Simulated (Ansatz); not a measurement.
## Be chain started as a dimerised line: one chain at several levels of theory

Wanted: the relaxed geometry and the open channels of the Be chain started as a dimerised line, by several methods.

Program: Ansatz 0.2.0. Level of theory: DFT PBE, plane waves, PAW; relaxation of a chain's period, in the first sound run; inputs show where later runs differ. Results are calculated unless marked as measured.

## Step 1: The structure

The cell holds 2 atoms: 2 Be. Its edges and angles: a = 7.500 Å, b = 7.500 Å, c = 3.648 Å, α = 90.0°, β = 90.0°, γ = 90.0°. Vacuum lies along a and b. The structure's axis is c.

## Step 2: Relaxation of atoms and period, level PBE, cutoff 420 eV

Band widths follow the bond lengths, so the chain is relaxed first. The atoms and the third cell vector are free; the box across stays fixed as vacuum. Moments are seeded so that a magnetic state can form if it lies lower. A Fermi-Dirac smearing is set since the result may be a metal. The pressure printed is a third of the stress's trace over the whole box, vacuum included; only the stress along the axis is relaxed.

input.yaml

```yaml
crystal:
  lattice:
    - [7.5, 0.0, 0.0]
    - [0.0, 7.5, 0.0]
    - [0.0, 0.0, 3.648]
  atoms:
    - { symbol: Be, position: [0.5, 0.5, 0.0], spin: 0.5 }
    - { symbol: Be, position: [0.5, 0.5, 0.45], spin: 0.5 }
magnetization:
  spin_polarized: true
kpoints:
  mp_grid: { grid: [1, 1, 22] }
scf:
  occupations: { method: fermi_dirac, width: 0.05 }
hamiltonian:
  xc: pbe
relax:
  cell: { fix: [a, b, alpha, beta, gamma] }
  max_steps: 60
```

Command:

```bash
$ ansatz run input.yaml --threads 4 --pin off --max-ram 8192MiB --backend cpu --events-out ev --progress --plain --runs-dir out
```

Numbers of over 12 decimals in the logs are rounded to 6 here.

The program printed:

```text
Engine: ansatz 0.2.0, aarch64-unknown-linux-gnu
Pseudopotentials: kind: paw
Pseudopotential: Be, paw, valence charge 2, recommended cutoff 420 eV (normal), Be.paw.azcp
Functional definition: PBE
  parameter kappa = 0.804
  parameter beta = 0.066725
  exchange = pbe_x(kappa = kappa, mu = beta*pi^2/3)
  correlation = pbe_c(beta = beta)
Crystal: 2 atoms, lattice volume = 205.200 Å³
Basis set: ecut = 420 eV, 3997 PW (Γ), exchange–correlation on 108×108×50 points (8 copies of the dense FFT grid, shifted against one another)
Bands: 7, of which v1, the nominal top of the filled ones, is band 2 counted from 1 (1 counted from 0)
Symmetry: 16 space group operations
Space group: P4/mmm (ITA 123), of the structure as read, at distance tolerance 5.9e-5 Å
Magnetic group: BNS 123.339 (UNI 999), of the structure as read, at distance tolerance 5.9e-5 Å
k-points: 12 of 22
Non-local potential: Be, projectors of the file, l = 0: 2, l = 1: 2, l = 2: 1
PAW form: soft (Blöchl's): semilocal exchange-correlation on the pseudo side does not see the compensation charge
PAW one-centre angular grid: Be, 110 points (default); XC on 64 Gauss nodes
Initial density: superposition of atomic densities (neutral atoms: chi_scale 0, normalization atom)
Starting moments: Σ|m| = 1 μB on 2 of 2 sites
Initial wavefunctions: pseudopotential atomic-orbital guess
Functional: x = pbe(κ = 0.804, μ = 0.219515), c = pbe(β = 0.066725)
SCF iter   1: F=—  HF=-180.427889 eV  |F-HF|=—  |Δ(HF+E_count)|=         —  Δρ=2.13e-2 (↑1.71e-2 ↓2.13e-2)  dr2=3.79e0  dr2_m=6.48e-2  M=0.025 μB ∫|m|=0.033 μB  β_m=0.30  ethr=3.10e-3  ⟨swp⟩=6.5  Hψ=1777  notcnv=0
preconditioner: auto → none  [insulator: Δε(μ)=0.257 eV  Ē_g=6.645 eV  σ=0.050 eV  W_gap=0.85  n_scr=8 (ndim 8)  ℏωp=5.2 eV  f_vac=0.489  D(μ)=0.47/eV (n_scr^D=0)  ε∞_Penn≈1.6]
SCF iter   2: F=—  HF=-179.610239 eV  |F-HF|=—  |Δ(HF+E_count)|=   8.18e-1  Δρ=1.02e-2 (↑9.91e-3 ↓1.02e-2)  dr2=1.04e0  dr2_m=1.08e-2  M=0.295 μB ∫|m|=0.295 μB  β_m=0.30  ethr=3.10e-3  ⟨swp⟩=2.6  Hψ=528  notcnv=0  defer=10
preconditioner: auto → LDOS  [metal: Δε(μ)=0.022 eV  Ē_g=5.997 eV  σ=0.050 eV  W_gap=0.11  n_scr=8 (ndim 8)  ℏωp=5.2 eV  f_vac=0.524  D(μ)=2.81/eV (n_scr^D=8)]
spin=Collinear: LDOS preconditioning applied to the charge; magnetization (m = ρ↑ − ρ↓) channel mixes plain (no charge-response kernel on spin).
SCF iter   3: F=—  HF=-179.374732 eV  |F-HF|=—  |Δ(HF+E_count)|=   2.36e-1  Δρ=3.08e-3 (↑1.91e-3 ↓3.08e-3)  dr2=8.55e-2  dr2_m=1.89e-3  M=0.732 μB ∫|m|=0.732 μB  β_m=1.00  ethr=3.10e-3  ⟨swp⟩=2.9  Hψ=392  notcnv=0  defer=10
SCF iter   4: F=—  HF=-179.359276 eV  |F-HF|=—  |Δ(HF+E_count)|=   1.55e-2  Δρ=2.35e-3 (↑2.35e-3 ↓6.63e-4)  dr2=9.86e-3  dr2_m=3.11e-3  M=0.735 μB ∫|m|=0.735 μB  β_m=1.00  ethr=2.14e-3  ⟨swp⟩=2.7  Hψ=338  notcnv=0  defer=10
SCF iter   5: F=—  HF=-179.369648 eV  |F-HF|=—  |Δ(HF+E_count)|=   1.04e-2  Δρ=1.16e-3 (↑5.79e-4 ↓1.16e-3)  dr2=2.32e-3  dr2_m=1.33e-3  M=0.808 μB ∫|m|=0.808 μB  β_m=1.00  ethr=2.47e-4  ⟨swp⟩=2.6  Hψ=347  notcnv=0  defer=9
SCF iter   6: F=—  HF=-179.371620 eV  |F-HF|=—  |Δ(HF+E_count)|=   1.97e-3  Δρ=5.02e-4 (↑2.65e-4 ↓5.02e-4)  dr2=5.51e-4  dr2_m=2.49e-4  M=0.834 μB ∫|m|=0.834 μB  β_m=1.00  ethr=5.80e-5  ⟨swp⟩=2.5  Hψ=287  notcnv=0  defer=9
SCF iter   7: F=—  HF=-179.371673 eV  |F-HF|=—  |Δ(HF+E_count)|=   5.35e-5  Δρ=1.16e-4 (↑1.13e-4 ↓1.16e-4)  dr2=1.51e-5  dr2_m=2.21e-5  M=0.840 μB ∫|m|=0.840 μB  β_m=0.30  ethr=1.38e-5  ⟨swp⟩=2.3  Hψ=260  notcnv=0  defer=9
Mixer restart at iter 7: flushing history
spin-set hold released at iteration 7 (site moments contracting): the magnetisation degrees of freedom join the quasi-Newton model from the next iteration; the mixer history was flushed
SCF iter   8: F=—  HF=-179.371558 eV  |F-HF|=—  |Δ(HF+E_count)|=   1.15e-4  Δρ=8.04e-5 (↑8.04e-5 ↓8.00e-5)  dr2=8.67e-6  dr2_m=1.07e-5  M=0.840 μB ∫|m|=0.840 μB  β_m=0.65  ethr=3.77e-7  ⟨swp⟩=2.2  Hψ=258  notcnv=0  defer=8
SCF iter   9: F=—  HF=-179.371450 eV  |F-HF|=—  |Δ(HF+E_count)|=   1.08e-4  Δρ=9.32e-6 (↑9.32e-6 ↓7.68e-6)  dr2=5.02e-7  dr2_m=6.48e-8  M=0.839 μB ∫|m|=0.839 μB  β_m=0.82  ethr=2.17e-7  ⟨swp⟩=2.0  Hψ=277  notcnv=0  defer=8
SCF iter  10: F=—  HF=-179.371353 eV  |F-HF|=—  |Δ(HF+E_count)|=   9.68e-5  Δρ=3.67e-6 (↑3.67e-6 ↓2.30e-6)  dr2=9.56e-8  dr2_m=8.33e-9  M=0.839 μB ∫|m|=0.839 μB  β_m=0.91  ethr=2.50e-9  ⟨swp⟩=4.2  Hψ=404  notcnv=0
SCF iter  11: F=—  HF=-179.371353 eV  |F-HF|=—  |Δ(HF+E_count)|=   4.57e-8  Δρ=1.11e-6 (↑9.59e-7 ↓1.11e-6)  dr2=5.67e-9  dr2_m=6.16e-10  M=0.839 μB ∫|m|=0.839 μB  β_m=0.84  ethr=2.39e-9  ⟨swp⟩=3.8  Hψ=373  notcnv=0
SCF iter  12: F=-179.371353 eV  HF=-179.371353 eV  |F-HF|=6.06e-10  |Δ(HF+E_count)|=   2.67e-9  Δρ=4.35e-7 (↑3.23e-7 ↓4.35e-7)  dr2=2.50e-10  dr2_m=1.81e-10  M=0.839 μB ∫|m|=0.839 μB  ethr=1.42e-10  ⟨swp⟩=3.0  Hψ=338  notcnv=0
SCF 1 converged in 12 iterations: F = -179.371353 eV  dr2 = 2.50e-10
  greatest PAW one-centre occupation: 0.557 electrons in one spin orbital (limit 2), on the Be atom at site 1 (counted from 0), in its partial waves of l = 1
relax step   1: F+E_penalty+E_count = -179.37135274 eV  Δ(F+E_penalty+E_count) = +0.000e0 eV  max|allowed force component| = 5.833e0 eV/Å  Δτ_max = 0.0000 Å  P = +3.244 GPa  Ω = 205.200 Å³  fix = [a, b, alpha, beta, gamma]  reactions: a -0.016, b -0.016 GPa  (12 SCF iters, dr2 threshold 1.00e-7 eV, accepted)
Crystal: 2 atoms, lattice volume = 215.213 Å³
Basis set: ecut = 420 eV, 4213 PW (Γ), exchange–correlation on 108×108×50 points (8 copies of the dense FFT grid, shifted against one another)
Initial density: handed on by an earlier stage of this run
Starting moments: Σ|m| = 1 μB on 2 of 2 sites; this step starts from the density that it was given
Initial wavefunctions: those handed on with the density
iter 1 solved again at ethr=9.35e-4 eV; its pass at ethr=3.10e-3 eV (dr2=3.74e-2 eV) is discarded
SCF iter   1: F=—  HF=-180.252917 eV  |F-HF|=—  |Δ(HF+E_count)|=         —  Δρ=2.90e-3 (↑2.90e-3 ↓1.70e-3)  dr2=3.68e-2  dr2_m=2.71e-3  M=0.704 μB ∫|m|=0.704 μB  β_m=0.30  ethr=9.35e-4  ⟨swp⟩=1.0  Hψ=2007  notcnv=0
preconditioner: auto → LDOS  [metal: Δε(μ)=0.104 eV  Ē_g=5.235 eV  σ=0.050 eV  W_gap=0.42  n_scr=8 (ndim 8)  ℏωp=5.1 eV  f_vac=0.560  D(μ)=2.59/eV (n_scr^D=8)]
spin=Collinear: LDOS preconditioning applied to the charge; magnetization (m = ρ↑ − ρ↓) channel mixes plain (no charge-response kernel on spin).
SCF iter   2: F=—  HF=-180.250133 eV  |F-HF|=—  |Δ(HF+E_count)|=   2.78e-3  Δρ=2.05e-3 (↑2.05e-3 ↓1.15e-3)  dr2=1.35e-2  dr2_m=2.23e-3  M=0.667 μB ∫|m|=0.667 μB  β_m=0.55  ethr=9.19e-4  ⟨swp⟩=2.0  Hψ=211  notcnv=0
[...]
SCF iter  14: F=-180.591363 eV  HF=-180.591363 eV  |F-HF|=7.19e-12  |Δ(HF+E_count)|=  5.08e-10  Δρ=4.19e-8 (↑4.19e-8 ↓2.79e-8)  dr2=1.60e-11  dr2_m=1.05e-13  M=0.000 μB ∫|m|=0.000 μB  ethr=7.08e-11  ⟨swp⟩=1.2  Hψ=458  notcnv=0
WARN: the starting moments were not kept: the SCF closed with an absolute magnetisation of 2.5e-6 μB, where they sum to 1 μB in size (2 sites). That is at most 0.1 of that sum. Measured as dr2_m measures the in/out step, that magnetisation stands 1.5e-12 eV from none, at or under the dr2_threshold of 2.0e-7 eV: it is no larger than a step whose dr2_m would equal this threshold. The system may hold no moment; this SCF [...]
SCF 3 converged in 14 iterations: F = -180.591363 eV  dr2 = 1.60e-11
  greatest PAW one-centre occupation: 0.451 electrons in one spin orbital (limit 2), on the Be atom at site 1 (counted from 0), in its partial waves of l = 0
relax step   3: F+E_penalty+E_count = -180.59136338 eV  Δ(F+E_penalty+E_count) = -3.329e-1 eV  max|allowed force component| = 5.564e-1 eV/Å  Δτ_max = 0.0221 Å  P = +1.067 GPa  Ω = 225.131 Å³  energy of the carried Pulay correction = -3.033e-4 eV  fix = [a, b, alpha, beta, gamma]  reactions: a -0.078, b -0.078 GPa  (14 SCF iters, dr2 threshold 2.00e-7 eV, accepted)
[...]
relax step   4: F+E_penalty+E_count = -180.73977279 eV  Δ(F+E_penalty+E_count) = -1.484e-1 eV  max|allowed force component| = 2.480e-1 eV/Å  Δτ_max = 0.0059 Å  P = +0.339 GPa  Ω = 235.391 Å³  energy of the carried Pulay correction = -4.488e-4 eV  fix = [a, b, alpha, beta, gamma]  reactions: a -0.091, b -0.091 GPa  (9 SCF iters, dr2 threshold 2.00e-7 eV, accepted)
[...]
relax step   5: F+E_penalty+E_count = -180.76702429 eV  Δ(F+E_penalty+E_count) = -2.725e-2 eV  max|allowed force component| = 7.391e-4 eV/Å  Δτ_max = 0.0076 Å  P = -0.047 GPa  Ω = 242.051 Å³  energy of the carried Pulay correction = -5.397e-4 eV  fix = [a, b, alpha, beta, gamma]  reactions: a -0.095, b -0.095 GPa  (7 SCF iters, dr2 threshold 2.00e-7 eV, accepted)
[...]
relax step   6: F+E_penalty+E_count = -180.76707200 eV  Δ(F+E_penalty+E_count) = -4.771e-5 eV  max|allowed force component| = 1.105e-4 eV/Å  Δτ_max = 0.0000 Å  P = -0.063 GPa  Ω = 242.362 Å³  energy of the carried Pulay correction = -5.438e-4 eV  fix = [a, b, alpha, beta, gamma]  reactions: a -0.095, b -0.095 GPa  (6 SCF iters, dr2 threshold 6.52e-9 eV, accepted)
Basis set: ecut = 420 eV, 4695 PW (Γ), exchange–correlation on 108×108×60 points (8 copies of the dense FFT grid, shifted against one another)
Initial wavefunctions: pseudopotential atomic-orbital guess (no wavefunctions were taken with the density)
iter 1 solved again at ethr=6.38e-8 eV; its pass at ethr=3.10e-3 eV (dr2=2.55e-6 eV) is discarded
SCF iter   1: F=—  HF=-180.769952 eV  |F-HF|=—  |Δ(HF+E_count)|=         —  Δρ=4.25e-5 (↑4.25e-5 ↓4.25e-5)  dr2=1.98e-6  dr2_m=7.84e-14  M=-0.000 μB ∫|m|=0.000 μB  β_m=0.30  ethr=6.38e-8  ⟨swp⟩=2.9  Hψ=2040  notcnv=0
preconditioner: auto → none  [insulator: Δε(μ)=0.396 eV  Ē_g=4.923 eV  σ=0.050 eV  W_gap=0.96  n_scr=8 (ndim 8)  ℏωp=4.8 eV  f_vac=0.558  D(μ)=0.23/eV (n_scr^D=0)  ε∞_Penn≈1.9]
SCF iter   2: F=—  HF=-180.769963 eV  |F-HF|=—  |Δ(HF+E_count)|=   1.06e-5  Δρ=3.00e-5 (↑3.00e-5 ↓3.00e-5)  dr2=9.39e-7  dr2_m=5.27e-14  M=-0.000 μB ∫|m|=0.000 μB  β_m=0.63  ethr=4.95e-8  ⟨swp⟩=1.9  Hψ=208  notcnv=0
SCF iter   3: F=—  HF=-180.769965 eV  |F-HF|=—  |Δ(HF+E_count)|=   2.61e-6  Δρ=1.47e-6 (↑1.47e-6 ↓1.47e-6)  dr2=2.57e-9  dr2_m=2.46e-15  M=-0.000 μB ∫|m|=0.000 μB  β_m=0.67  ethr=2.35e-8  ⟨swp⟩=2.0  Hψ=216  notcnv=0
SCF iter   4: F=—  HF=-180.769965 eV  |F-HF|=—  |Δ(HF+E_count)|=   2.93e-8  Δρ=8.79e-8 (↑8.79e-8 ↓8.79e-8)  dr2=2.75e-11  dr2_m=4.09e-16  M=-0.000 μB ∫|m|=0.000 μB  β_m=0.84  ethr=6.42e-11  ⟨swp⟩=2.0  Hψ=216  notcnv=0
SCF iter   5: F=-180.769965 eV  HF=-180.769965 eV  |F-HF|=1.12e-11  |Δ(HF+E_count)|=   5.49e-9  Δρ=1.05e-8 (↑1.05e-8 ↓1.05e-8)  dr2=3.64e-13  dr2_m=4.23e-17  M=-0.000 μB ∫|m|=0.000 μB  ethr=1.00e-12  ⟨swp⟩=5.0  Hψ=464  notcnv=0
the starting moments were not kept: the SCF closed with an absolute magnetisation of 7.2e-9 μB, where they sum to 1 μB in size (2 sites). That is at most 0.1 of that sum. Measured as dr2_m measures the in/out step, that magnetisation stands 7.5e-18 eV from none, at or under the dr2_threshold of 2.0e-11 eV: it is no larger than a step whose dr2_m would equal this threshold.
SCF 7 converged in 5 iterations: F = -180.769965 eV  dr2 = 3.64e-13
  greatest PAW one-centre occupation: 0.419 electrons in one spin orbital (limit 2), on the Be atom at site 1 (counted from 0), in its partial waves of l = 0
relax step   7: F+E_penalty+E_count = -180.76996532 eV  Δ(F+E_penalty+E_count) = -2.893e-3 eV  max|allowed force component| = 1.101e-4 eV/Å  Δτ_max = 0.0000 Å  P = -0.052 GPa  Ω = 242.362 Å³  fix = [a, b, alpha, beta, gamma]  reactions: a -0.091, b -0.091 GPa  stress off target by 2.56e-2 GPa on what of the cell is left free  SCF on the basis re-selected at this cell (its energy is not comparable with the rows above)  (5 SCF iters)
basis re-selected at this cell: Δ(F+E_penalty+E_count) = -2.893e-3 eV, ΔP = +0.011 GPa vs the last step (what re-selecting the basis moved, of the pressure what is left beyond the Pulay correction that the steps carried, after the strain that the cell walked since its last selection, with what the two solves' SCF thresholds leave and, on support functions, any second-order correction that the steps lacked; it is no measure of the basis error at this ecutwfc). The dense FFT grid was sized anew with the basis: this SCF ran on 54×54×30 points, the steps before it on 54×54×25, so part of this shift can come from that change (see relax.cell in the input reference). [rest of the remark cut]
SCF converged after 5 iterations
Magnetization: -0.0000 μB (2.0000 up, 2.0000 down)
Absolute magnetization: 0.0000 μB (∫|ρ↑−ρ↓|, with the PAW one-centre terms)
Spin contamination: 0.0000 ħ² per cell (⟨S²⟩ above its minimum at these occupations)
Per-site moments (μB) at R_I (Å): [(-7.828081810706945e-10, 0.888655), (-7.828081819538224e-10, 0.888655)]
Free energy (F): -180.769965 eV
Harris-Foulkes:  -180.769965 eV  (|F-HF|=1.12e-11)
Internal energy: -180.766716 eV  (E = F + TS)
E sigma→0 (E₀):  -180.768341 eV
Entropy (-TS):   -0.003250 eV (-1.625 meV/atom)
Fermi energy:    -2.366311 eV
--- Per-component energies (eV) ---
  E_band       = -18.918668
  E_kinetic    = 30.404367
  E_local      = -96.583428  (includes V_loc(G=0)·N_el)
  E_nonlocal   = 11.695315
  E_hartree    = 36.052036
  E_xc         = -33.490972
  E_vxc        = -33.470031  (∫ρ·V_xc dr)
  E_paw        = -119.270380  (= ΣΔE_a)
  E_vpaw       = -3.068963  (= ΣTr[D̂ρ^β])
  E_aug_tail   = -0.000001  (compensation charges beyond the density's cutoff)
  E_ewald      = -9.573653
  E_smearing   = -0.003250  (= −TS)
  E_closure    = 0.000000  (closes the sum)
  Σ components = -180.769965   (vs F -180.769965, Δ=0.00e0)
--- Forces (eV/Å), atoms counted from 1 ---
  atom   1  Be     0.00000000     0.00000000     0.00011009
  atom   2  Be     0.00000000     0.00000000    -0.00011009
  max |Σ_I F_I| component: 5.05e-29 eV/Å
--- Stress (GPa, compression-positive) ---
       -0.090890       0.000000       0.000000
        0.000000      -0.090890       0.000000
        0.000000       0.000000       0.025601
  P = ⅓ Tr σ = -0.0521 GPa (-0.521 kbar)
--- Relaxed structure (6 steps of the walk, 6 accepted, 1 SCFs on fresh bases) ---
  F+E_penalty+E_count = -180.76996532 eV   max|allowed force component| = 1.101e-4 eV/Å   (the final SCF, on the basis selected at the relaxed cell)
  cell:  # Å, volume = 242.3615 Å³
    - [7.5, 0.0, 0.0]
    - [0.0, 7.5, 0.0]
    - [0.0, 0.0, 4.308650]
  atoms:
    - { symbol: Be, position: [0.5, 0.5, -0.025001] }
    - { symbol: Be, position: [0.5, 0.5, 0.475001] }
```

It took 6.9 s on 4 threads of Arm Neoverse V2, shared host; peak memory 0.42 GiB.

The steps of the relaxation:

```
step  energy less that of the first step (eV)  largest force component (eV/Å)  pressure (GPa)  volume (Å³)
   1                                   0.0000                          5.8333            3.24       205.20
   2                                  -0.8871                          1.7998            1.88       215.21
   3                                  -1.2200                          0.5564            1.07       225.13
   4                                  -1.3684                          0.2480            0.34       235.39
   5                                  -1.3957                          0.0007           -0.05       242.05
   6                                  -1.3957                          0.0001           -0.06       242.36
  7*                                  -1.3986                          0.0001           -0.05       242.36
```

Relaxation steps marked * repeat the geometry before them on a plane-wave basis chosen anew for their cell, so energy and pressure can jump there.

Forces are held to the 16 operations that the run works with; a distortion that breaks them can't arise in this run.

```
cell as run  before  after   change
      c (Å)   3.648  4.309  +18.1 %
```

The atoms that moved most (Å, along periodic axes as changes of fractional coordinates times the final cell, across vacuum about the mean position):

```
atom     dx     dy      dz  length
 Be1  0.000  0.000  -0.108   0.108
 Be2  0.000  0.000   0.108   0.108
```

The relaxed structure:

```xyz
2
Lattice="7.5000 0.0000 0.0000 0.0000 7.5000 0.0000 0.0000 0.0000 4.3086" Properties=species:S:1:pos:R:3
Be    3.7500    3.7500   -0.1077
Be    3.7500    3.7500    2.0466
```

This step gave:

| Item | Value |
| --- | --- |
| energy at zero smearing | -180.7683 eV |
| cell length along the wire | 4.309 Å |

The cell's length comes to 4.309 Å with no moment. The two atoms stand evenly on a line, so the true period is half of it. That is +18 % against the start, more than a small adjustment.

(Part 1 of 4 ends here.)

[Logs are printed without paths, hosts, clocks, repeated set-up lines and the standing remarks that a program may print on its own settings, such as how far it seeks lower states.]

[Hosts, paths, dates, database ids (printed as entryN), source tags and the programs' standing remarks are cut or masked in the printed files.]
